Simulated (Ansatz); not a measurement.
Entries from a set of simulations; values are calculated unless marked as measured.

```cif
data_mgal2c2
_symmetry_space_group_name_H-M 'P-3m1'
_symmetry_Int_Tables_number 164
_cell_length_a 3.3770
_cell_length_b 3.3770
_cell_length_c 5.8170
_cell_angle_alpha 90.000
_cell_angle_beta 90.000
_cell_angle_gamma 120.000
_cell_volume 57.45
loop_
_atom_site_label
_atom_site_type_symbol
_atom_site_symmetry_multiplicity
_atom_site_Wyckoff_symbol
_atom_site_fract_x
_atom_site_fract_y
_atom_site_fract_z
_atom_site_occupancy
Mg1 Mg 1 a 0.00000 0.00000 0.00000 1
Al1 Al 2 d 0.33333 0.66667 0.35070 1
C1 C 2 d 0.33333 0.66667 0.72899 1
_calc_subject 'Quasiparticle gap of MgAl2C2 (P-3m1)'
_calc_method 'DFT, r2SCAN, plane waves, PAW (and 1 further level or step)'
_calc_program 'Ansatz 0.2.0'
_calc_settings 'cutoff 500 eV, 12×12×4 k-mesh, smearing width 0.02 eV, default PAW'
_calc_cost '2 runs, 40 s in all on 1 × NVIDIA H100 80GB HBM3 (shared by 6 runs) with 2 threads of AMD EPYC 7R13 (Zen 3), shared host'
_calc_notes 'Geometry: measured cell, ions relaxed with r2SCAN.'
_calc_r2scan_gap '2.15 eV, indirect'
_calc_g0w0_gap_on_the_mesh '2.78 eV, from k = (0.000, 0.167, 0.000) to k = (0.000, -0.500, 0.250)'
_calc_g0w0_gap_over_the_zone_rigid_shift '2.68 eV'
_calc_gw_settings '6×6×4 mesh, 368 empty bands, screening to 200 eV'
_calc_known_limits 'short of the basis limit'
```

[Long decimals in the printed logs are rounded to 6 places.]

[Logs are printed without paths, hosts, clocks, repeated set-up lines and the standing remarks that a program may print on its own settings, such as how far it seeks lower states.]

[Paths, hosts, dates, memory and timing lines, banners, echoed tables and standing remarks are left out of the program output; an Ansatz launch command may be rebuilt from the run's recorded settings. Measured values are a selection of at most five: reports struck by readers or far from the other reports are left out. None is set beside runs whose start may be inverted or whose files or cutoffs have a known fault.]

[Runs of the session that timed out or met a known fault of the program may be left out.]

[Cells called generated may have been cut or substituted from an entry of the Crystallography Open Database or the Materials Project.]

[Hosts, paths, dates, database ids (printed as entryN), source tags and the programs' standing remarks are cut or masked in the printed files.]

[Where the starting crystal was built by hand or by swapping elements, it need not be the compound's stable phase.]
